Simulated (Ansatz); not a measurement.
## SiO2: optical spectrum from first principles

What colour and refractive index does SiO2 have at this level of theory?

Program: Ansatz 0.2.0. Level of theory: DFT, PBE, plane-wave PAW, default files, scalar-relativistic, independent-particle optical response without local fields. Results are calculated unless marked as measured.

## Step 1: The structure

Symmetry: P3_221, No. 154, trigonal system. Conventional cell: a = 4.916 Å, b = 4.916 Å, c = 5.408 Å, α = 90.00°, β = 90.00°, γ = 120.00°. Nearest to Si lie 4 O at 1.61 Å. Nearest to O lie 2 Si at 1.61 Å. Farther neighbours and most contacts between anions are not listed.

## Step 2: Ground state and bands

The self-consistent density comes first; it also tells whether there is a gap, which decides the occupations and the need for a Drude term.

This step: DFT, PBE, plane-wave PAW, default files, scalar-relativistic, ground state (Ansatz 0.2.0).

Input file input.yaml:

```yaml
crystal:
  lattice:
    - [4.91636, 0.0, 0.0]
    - [-2.45818, 4.2576926541, 0.0]
    - [0.0, 0.0, 5.4084]
  atoms:
    - { symbol: Si, position: [0.53027, 0.53027, 0.0] }
    - { symbol: Si, position: [0.0, 0.46973, 0.3333333333] }
    - { symbol: Si, position: [0.46973, 0.0, 0.6666666667] }
    - { symbol: O, position: [0.58646, 0.85404, 0.8810866667] }
    - { symbol: O, position: [0.14596, 0.73242, 0.5477533333] }
    - { symbol: O, position: [0.26758, 0.41354, 0.21442] }
    - { symbol: O, position: [0.85404, 0.58646, 0.1189133333] }
    - { symbol: O, position: [0.73242, 0.14596, 0.4522466667] }
    - { symbol: O, position: [0.41354, 0.26758, 0.78558] }
kpoints:
  mp_grid: { grid: [5, 5, 4] }
  band_path:
    path:
      - [[0.0, 0.0, 0.0], [0.5, 0.0, 0.0], [0.33333333, 0.33333333, 0.0], [0.0, 0.0, 0.0], [0.0, 0.0, 0.5], [0.5, 0.0, 0.5], [0.33333333, 0.33333333, 0.5], [0.0, 0.0, 0.5]]
      - [[0.5, 0.0, 0.5], [0.5, 0.0, 0.0]]
      - [[0.33333333, 0.33333333, 0.0], [0.33333333, 0.33333333, 0.5]]
    npoints: 6
scf:
  occupations: { method: fermi_dirac, width: 0.05 }
  n_extra_bands: 13
hamiltonian:
  xc: pbe
  pseudopotentials: { kind: paw }
output:
  forces: true
  stress: true
  populations: true
  write_bands: true
```

Launch:

```sh
ansatz run input.yaml --threads 4 --pin off --max-ram 8192MiB --backend cpu --events-out ev --progress --plain --runs-dir out
```

Numbers of over 12 decimals in the logs are rounded to 6 here.

The log of the run:

```text
scf.n_extra_bands = 13 over 24 filled bands (N_el = 48.0): the run solves 37 bands
Engine: ansatz 0.2.0, x86_64-unknown-linux-gnu
Pseudopotentials: kind: paw
Pseudopotential: Si, paw, valence charge 4, recommended cutoff 420 eV (normal), Si.paw.azcp
Pseudopotential: O, paw, valence charge 6, recommended cutoff 420 eV (normal), O.paw.azcp
Functional definition: PBE
  parameter kappa = 0.804
  parameter beta = 0.066725
  exchange = pbe_x(kappa = kappa, mu = beta*pi^2/3)
  correlation = pbe_c(beta = beta)
Crystal: 9 atoms, lattice volume = 113.211 Å³
Basis set: ecut = 420 eV, 2209 PW (Γ), exchange–correlation on 72×72×80 points (8 copies of the dense FFT grid, shifted against one another)
Bands: 37, of which v1, the nominal top of the filled ones, is band 24 counted from 1 (23 counted from 0)
Symmetry: 6 space group operations
Space group: P3221 (ITA 154), of the structure as read, at distance tolerance 4.8e-5 Å
k-points: 17 of 100 (time reversal used)
Non-local potential: Si, projectors of the file, l = 0: 2, l = 1: 2, l = 2: 2
Non-local potential: O, projectors of the file, l = 0: 2, l = 1: 2, l = 2: 1
PAW form: soft (Blöchl's): semilocal exchange-correlation on the pseudo side does not see the compensation charge
PAW one-centre angular grid: Si, 110 points (default); XC on 64 Gauss nodes
PAW one-centre angular grid: O, 110 points (default); XC on 64 Gauss nodes
Initial density: superposition of atomic densities (neutral atoms: chi_scale 0, normalization atom), corrected by the library's trained network
Initial wavefunctions: pseudopotential atomic-orbital guess
Functional: x = pbe(κ = 0.804, μ = 0.219515), c = pbe(β = 0.066725)
SCF iter   1: F=—  HF=-5322.122411 eV  |F-HF|=—  |Δ(HF+E_count)|=         —  Δρ=1.31e-3  dr2=1.00e-3  ethr=1.77e-3  ⟨swp⟩=6.2  Hψ=3267  notcnv=0  defer=33
preconditioner: auto → Resta (q_TF=auto, 2.365 Å⁻¹)  ε∞=2.8  [insulator: Δε(μ)=5.996 eV  Ē_g=17.848 eV  σ=0.050 eV  W_gap=1.00  n_scr=22 (ndim 8)  ℏωp=24.2 eV  f_vac=0.113  D(μ)=0.00/eV (n_scr^D=0)  ε∞_Penn≈2.8]
SCF iter   2: F=—  HF=-5322.124997 eV  |F-HF|=—  |Δ(HF+E_count)|=   2.59e-3  Δρ=5.83e-4  dr2=1.21e-4  ethr=2.09e-6  ⟨swp⟩=2.9  Hψ=1382  notcnv=0  defer=73
SCF iter   3: F=—  HF=-5322.125463 eV  |F-HF|=—  |Δ(HF+E_count)|=   4.66e-4  Δρ=2.23e-4  dr2=2.59e-5  ethr=2.53e-7  ⟨swp⟩=2.1  Hψ=799  notcnv=0  defer=73
SCF iter   4: F=—  HF=-5322.125534 eV  |F-HF|=—  |Δ(HF+E_count)|=   7.10e-5  Δρ=4.10e-5  dr2=1.16e-6  ethr=5.39e-8  ⟨swp⟩=2.0  Hψ=932  notcnv=0  defer=73
SCF iter   5: F=—  HF=-5322.125536 eV  |F-HF|=—  |Δ(HF+E_count)|=   2.02e-6  Δρ=1.26e-5  dr2=1.96e-7  ethr=2.41e-9  ⟨swp⟩=2.8  Hψ=1027  notcnv=0  defer=73
SCF iter   6: F=-5322.125537 eV  HF=-5322.125537 eV  |F-HF|=1.21e-8  |Δ(HF+E_count)|=   4.84e-7  Δρ=2.02e-6  dr2=4.43e-9  ethr=2.08e-10  ⟨swp⟩=11.8  Hψ=3469  notcnv=0
SCF 1 converged in 6 iterations: F = -5322.125537 eV  dr2 = 4.43e-9
  greatest PAW one-centre occupation: 0.863 electrons in one spin orbital (limit 2), on the O atom at site 8 (counted from 0), in its partial waves of l = 0
NSCF: frozen V_eff on 57 k-points
SCF converged after 6 iterations
Free energy (F): -5322.125537 eV
Harris-Foulkes:  -5322.125537 eV  (|F-HF|=1.21e-8)
Internal energy: -5322.125537 eV  (E = F + TS)
E sigma→0 (E₀):  -5322.125537 eV
Fermi energy:    5.599118 eV
--- Per-component energies (eV) ---
  E_band       = -205.578669
  E_kinetic    = 1210.913966
  E_local      = -2957.301931  (includes V_loc(G=0)·N_el)
  E_nonlocal   = 361.495351
  E_hartree    = 1061.111463
  E_xc         = -613.732089
  E_vxc        = -712.498636  (∫ρ·V_xc dr)
  E_paw        = -2494.330314  (= ΣΔE_a)
  E_vpaw       = -230.426955  (= ΣTr[D̂ρ^β])
  E_aug_tail   = 0.015658  (compensation charges beyond the density's cutoff)
  E_ewald      = -1890.297640
  E_smearing   = -0.000000  (= −TS)
  E_closure    = 0.000000  (closes the sum)
  Σ components = -5322.125537   (vs F -5322.125537, Δ=0.00e0)
--- Forces (eV/Å), atoms counted from 1 ---
  atom   1  Si    -0.02635659    -0.04565095    -0.00000000
  atom   2  Si    -0.02635659     0.04565095     0.00000000
  atom   3  Si     0.05271317    -0.00000000    -0.00000000
  atom   4  O      0.14786805     0.29408016     0.14497407
  atom   5  O     -0.32861492    -0.01898259     0.14497407
  atom   6  O      0.18074686    -0.27509757     0.14497407
  atom   7  O      0.18074686     0.27509757    -0.14497407
  atom   8  O      0.14786805    -0.29408016    -0.14497407
  atom   9  O     -0.32861492     0.01898259    -0.14497407
  max |Σ_I F_I| component: 8.33e-17 eV/Å
--- Stress (GPa, compression-positive) ---
        6.923779      -0.000000       0.000000
       -0.000000       6.923779       0.000000
        0.000000       0.000000       6.881846
  P = ⅓ Tr σ = 6.9098 GPa (69.098 kbar)
--- Band table (eV; the first three rows and the last of 17) ---
  k-point 0: bands = [... 20 lower, 1.5297, 1.8473, 2.2185, 2.2185, 8.5222, 11.8506, 11.8506, 12.3070, ... 9 higher]
  k-point 1: bands = [... 20 lower, 1.4582, 1.9993, 2.3087, 2.4378, 9.1211, 11.6883, 11.7804, 11.8072, ... 9 higher]
  k-point 2: bands = [... 20 lower, 1.3260, 2.3183, 2.3183, 2.4435, 10.4754, 10.4754, 11.5963, 12.2883, ... 9 higher]
  k-point 16: bands = [... 20 lower, 1.6612, 1.7195, 1.9072, 2.1524, 11.4862, 12.1493, 12.3318, 12.4318, ... 9 higher]
--- Löwdin populations: 9 sites ---
  site symbol       q [e]
     0     Si      2.2001
     1     Si      2.2001
     2     Si      2.2001
     3      O      6.7918
     4      O      6.7918
     5      O      6.7918
     6      O      6.7918
     7      O      6.7918
     8      O      6.7918
  spilling = 0.013524 (of n_electrons = 48.000000)
```

Wall time 4.4 s (4 threads of Intel Xeon Platinum 8488C (Sapphire Rapids), shared host); peak memory 0.54 GiB; 13 s of CPU time.

In the SCF lines HF is the Harris–Foulkes energy and dr2 the Hartree energy of the density residual, in eV; the loop may stop once dr2 is under the threshold and the program's other checks hold. Hψ counts applications of the Hamiltonian.

Read-outs, printed or worked out from the files:

| Item | Value |
| --- | --- |
| free energy | -5322.1255 eV |
| Fermi energy | 5.599 eV |
| gap by band count | 5.999 eV |
| electrons | 48 |
| symmetry operations | 6 |
| pressure | 6.910 GPa |
| gap on the k-mesh | 5.999 eV |
| volume | 113.2 Å³ |
| gap on the path | 5.988 eV |
| least direct gap on the path | 6.292 eV |

There is a gap, 5.99 eV on the path, so no carriers' term is needed. The cell is left with a pressure of 6.9 GPa and forces up to 0.36 eV/Å, as it stands unrelaxed at this level.

The electronic bands at the labelled points (eV, zero at the Fermi level; v1 is the highest filled band, c1 the lowest empty one):

```csv
point,v4,v3,v2,v1,c1,c2,c3,c4
Γ,-4.07,-3.75,-3.38,-3.38,2.92,6.25,6.25,6.71
halfway,-4.07,-3.90,-3.31,-3.22,3.81,6.25,6.32,6.83
M,-4.09,-3.84,-3.33,-3.10,5.19,5.93,6.65,6.67
halfway,-4.16,-3.69,-3.38,-3.08,5.38,5.99,6.54,6.88
K,-4.29,-3.50,-3.50,-3.06,5.85,5.85,6.35,7.31
halfway,-3.98,-3.93,-3.31,-3.18,4.06,6.25,6.40,6.87
Γ,-4.07,-3.75,-3.38,-3.38,2.92,6.25,6.25,6.71
halfway,-4.14,-3.60,-3.29,-3.16,3.52,6.09,6.18,6.21
A,-4.27,-3.28,-3.28,-3.16,4.88,4.88,6.00,6.69
halfway,-4.15,-3.51,-3.48,-3.21,5.27,5.41,6.32,6.67
L,-3.95,-3.90,-3.67,-3.25,5.84,6.33,6.61,6.77
halfway,-3.93,-3.90,-3.69,-3.39,5.87,6.49,6.70,6.81
H,-4.00,-3.83,-3.65,-3.65,5.93,6.73,6.73,7.03
halfway,-4.12,-3.60,-3.45,-3.29,5.38,5.56,6.37,6.84
A,-4.27,-3.28,-3.28,-3.16,4.88,4.88,6.00,6.69
jump to L,-3.95,-3.90,-3.67,-3.25,5.84,6.33,6.61,6.77
halfway,-4.02,-3.78,-3.51,-3.18,5.47,6.02,6.51,6.98
M,-4.09,-3.84,-3.33,-3.10,5.19,5.93,6.65,6.67
jump to K,-4.29,-3.50,-3.50,-3.06,5.85,5.85,6.35,7.31
halfway,-4.08,-3.61,-3.58,-3.26,5.86,6.17,6.54,7.16
H,-4.00,-3.83,-3.65,-3.65,5.93,6.73,6.73,7.03
```

## Step 3: Spectrum

With the density converged, the vertical transitions are summed over the zone.

This step: DFT, PBE, plane-wave PAW, default files, scalar-relativistic, independent-particle optical response without local fields (Ansatz 0.2.0).

input.yaml, the sections that differ from step 2:

```yaml
kpoints:
  mp_grid: { grid: [5, 5, 4] }
scf:
  occupations: { method: fixed }
output:
  optics:
    e_range: [0, 14]
    de: 0.05
    sigma: 0.15
    nscf_kmesh: { grid: [6, 6, 4] }
    bands: { spectra_wanted_up_to: 14 }
# crystal, hamiltonian: as in step 2
```

The log of the run:

```text
[...]
Crystal: 9 atoms, lattice volume = 113.211 Å³
Basis set: ecut = 420 eV, 2209 PW (Γ)
Bands: 33, of which v1, the nominal top of the filled ones, is band 24 counted from 1 (23 counted from 0)
Symmetry: 6 space group operations
[...]
k-points: 17 of 100 (time reversal used)
[...]
SCF iter   1: F=—  HF=-5322.123482 eV  |F-HF|=—  |Δ(HF+E_count)|=         —  Δρ=1.32e-3  dr2=1.03e-3  ethr=1.77e-3  ⟨swp⟩=4.9  Hψ=2563  notcnv=0  defer=104
[...]
SCF iter   8: F=-5322.125737 eV  HF=-5322.125737 eV  |F-HF|=4.55e-12  |Δ(HF+E_count)|=  2.20e-10  Δρ=4.90e-8  dr2=2.61e-12  ethr=1.00e-12  ⟨swp⟩=12.7  Hψ=2670  notcnv=0
SCF 1 converged in 8 iterations: F = -5322.125737 eV  dr2 = 2.61e-12
[...]
NSCF: frozen V_eff on 24 k-points
output.optics: what the bands over the 57 summed would add to eps1, eps2 and the energy-loss function is held between a lower and an upper bound (7 Lanczos steps). eps1, eps2 and their loss function (loss_summed_bands) are given on every row as the summed bands alone make them. Along an axis, on a row where the two bounds hold the loss function to about 1 % of the greater of itself and 0.5 % of |1/eps|, its cell (loss_completed) is given, with the completed eps1 and eps2 that it is formed of (a cell that is left empty reads nan in the table and null in the record). The two bounds hold it so along every axis on all 281 rows up to 14.000 eV. [rest of the remark cut]
SCF converged after 8 iterations
Free energy (F): -5322.125737 eV
[...]
Internal energy: -5322.125737 eV  (E = F + TS)
E sigma→0 (E₀):  -5322.125737 eV
Fermi energy:    2.522832 eV
[...]
--- Band table (eV; the first three rows and the last of 17) ---
  k-point 0: bands = [... 20 lower, 1.5297, 1.8472, 2.2185, 2.2185, 8.5222, 11.8506, 11.8506, 12.3070, ... 5 higher]
  k-point 1: bands = [... 20 lower, 1.4582, 1.9992, 2.3087, 2.4378, 9.1210, 11.6883, 11.7804, 11.8072, ... 5 higher]
  k-point 2: bands = [... 20 lower, 1.3260, 2.3183, 2.3183, 2.4435, 10.4754, 10.4754, 11.5962, 12.2883, ... 5 higher]
  k-point 16: bands = [... 20 lower, 1.6612, 1.7195, 1.9072, 2.1524, 11.4861, 12.1493, 12.3318, 12.4317, ... 5 higher]
```

Elapsed: 26 s, on 4 threads; peak memory 1 GiB; 1.7 min of CPU time.

Read-outs, printed or worked out from the files:

| Property | Result |
| --- | --- |
| electronic dielectric constant ε∞, mean over x, y and z (by symmetry where fewer were run) | 2.567 |
| absorption onset, first axis (α over 10⁴ cm⁻¹, or the direct gap if that lies higher) | 7.324 eV |
| main peak of Im epsilon, first axis | 10.31 eV |
| least direct gap on the mesh | 6.304 eV |
| bands summed | 57 |
| spectra valid up to | 22.32 eV |
| program's estimate of the k-sum error in Im epsilon | 0.07 % |
| electrons in the f-sum | 25.30 |

The Im ε has structure finer than the step of the table below, so its rows give means over 0.5 eV, whole bins alone (the curve runs from 0 to 14 eV). Peaks (eV: height): E ∥ x or y 10.30: 3.79, 12.30: 2.74; E ∥ z 9.90: 3.57, 10.90: 2.88, 11.85: 3.08, 12.90: 2.73.

The Im ε by photon energy; means over each step:

```csv
photon energy (eV),E ∥ x or y,E ∥ z
6.0,7.5e-5,0
6.5,0.00269,8.2e-4
7.0,0.0166,0.00743
7.5,0.199,0.208
8.0,0.592,0.621
8.5,0.876,0.922
9.0,1.36,1.60
9.5,2.44,3.34
10.0,3.25,3.30
10.5,3.54,2.41
11.0,2.92,2.66
11.5,2.36,2.27
12.0,2.54,2.77
12.5,2.59,2.37
13.0,2.27,2.54
13.5,2.29,2.01
```

Table of Re ε by photon energy:

```csv
photon energy (eV),E ∥ x or y,E ∥ z
0.0,2.56,2.58
0.5,2.57,2.58
1.0,2.57,2.59
1.5,2.58,2.60
2.0,2.60,2.62
2.5,2.63,2.64
3.0,2.66,2.67
3.5,2.69,2.71
4.0,2.74,2.76
4.5,2.80,2.81
5.0,2.87,2.89
5.5,2.96,2.98
6.0,3.07,3.10
6.5,3.23,3.26
7.0,3.46,3.50
7.5,3.91,3.99
8.0,4.04,4.13
8.5,4.21,4.34
9.0,4.59,4.96
9.5,4.56,4.15
10.0,4.03,2.56
10.5,2.52,2.64
11.0,1.75,2.14
11.5,1.95,2.39
12.0,2.23,1.79
12.5,1.64,2.02
13.0,1.50,1.45
13.5,1.75,1.66
14.0,1.71,1.89
```

Table of refractive index n and extinction k by photon energy:

```csv
photon energy (eV),"n, E ∥ x or y","k, E ∥ x or y","n, E ∥ z","k, E ∥ z"
0,1.60,0,1.60,0
1,1.60,0,1.61,0
2,1.61,0,1.62,0
3,1.63,0,1.63,0
4,1.65,0,1.66,0
5,1.69,0,1.70,0
6,1.75,1.0e-6,1.76,0
7,1.86,0.00393,1.87,0.00167
8,2.02,0.148,2.04,0.153
9,2.16,0.303,2.25,0.320
10,2.15,0.757,1.85,0.935
11,1.61,0.917,1.68,0.818
12,1.68,0.776,1.59,0.867
13,1.45,0.772,1.50,0.890
14,1.50,0.727,1.53,0.669
```

Table of loss function −Im 1/ε at q → 0 by energy loss; read off at these points:

```csv
energy loss (eV),E ∥ x or y,E ∥ z
6.000,3.8e-7,0
6.250,5.6e-5,3.1e-6
6.500,2.6e-4,5.6e-5
6.750,4.7e-4,2.2e-4
7.000,0.00122,5.1e-4
7.250,0.00270,0.00140
7.500,0.0116,0.0119
7.750,0.0268,0.0272
8.000,0.0356,0.0359
8.250,0.0421,0.0419
8.500,0.0471,0.0465
8.750,0.0516,0.0500
9.000,0.0575,0.0540
9.250,0.0708,0.0767
9.500,0.0920,0.118
9.750,0.110,0.146
10.000,0.121,0.187
10.250,0.148,0.230
10.500,0.188,0.188
10.750,0.209,0.184
11.000,0.251,0.227
11.100,0.263,0.235
11.250,0.258,0.239
11.500,0.251,0.207
11.750,0.234,0.185
12.000,0.222,0.255
12.250,0.243,0.274
12.500,0.276,0.245
12.750,0.285,0.246
13.000,0.308,0.289
13.200,0.295,0.342
13.250,0.289,0.342
13.500,0.274,0.296
13.750,0.306,0.282
13.800,0.309,0.282
14.000,0.283,0.264
```

Values under 1 per cm are given as 1. The absorption coefficient by photon energy:

```csv
photon energy (eV),E ∥ x or y (1/cm),E ∥ z (1/cm)
0.0,1,1
0.5,1,1
1.0,1,1
1.5,1,1
2.0,1,1
2.5,1,1
3.0,1,1
3.5,1,1
4.0,1,1
4.5,1,1
5.0,1,1
5.5,1,1
6.0,1,1
6.5,488,109
7.0,2790,1184
7.5,34013,36288
8.0,1.2e5,1.2e5
8.5,1.8e5,1.9e5
9.0,2.8e5,2.9e5
9.5,5.4e5,7.5e5
10.0,7.7e5,9.5e5
10.5,1.0e6,6.9e5
11.0,1.0e6,9.1e5
11.5,8.7e5,7.3e5
12.0,9.4e5,1.1e6
12.5,1.1e6,9.1e5
13.0,1.0e6,1.2e6
13.5,1.1e6,9.3e5
14.0,1.0e6,9.5e5
```

From ε follow the optical constants at some laser and lamp lines:

```csv
wavelength (nm),n xy,k xy,R (%) xy,1/α xy,n z,k z,R (%) z,1/α z
1064,1.60,0.000,5.4,over 1 mm,1.61,0.000,5.4,over 1 mm
800,1.61,0.000,5.4,over 1 mm,1.61,0.000,5.5,over 1 mm
532,1.62,0.000,5.6,over 1 mm,1.62,0.000,5.6,over 1 mm
450,1.62,0.000,5.7,over 1 mm,1.63,0.000,5.7,over 1 mm
405,1.63,0.000,5.7,over 1 mm,1.64,0.000,5.8,over 1 mm
308,1.66,0.000,6.1,over 1 mm,1.66,0.000,6.2,over 1 mm
193,1.79,0.001,8.0,27 µm,1.80,0.000,8.1,176 µm
```

A film 1 µm thick would pass 89 % of daylight and look colourless in transmission (x = 0.313, y = 0.329).

The f-sum over the summed bands holds 25.3 of the cell's 48 electrons outside the frozen cores, 12 of which lie in bands more than 12 eV below the Fermi level, whose transitions come at higher energies. Up to 14 eV the strength has a mean oscillator energy of 11.1 eV, and these transitions give 53 % of ε∞ − 1 along x; the rest comes from higher ones.

(Continued in part 2 of 2.)

[Logs are printed without paths, hosts, clocks, repeated set-up lines and the standing remarks that a program may print on its own settings, such as how far it seeks lower states.]

[Hosts, paths, dates, database ids (printed as entryN), source tags and the programs' standing remarks are cut or masked in the printed files.]
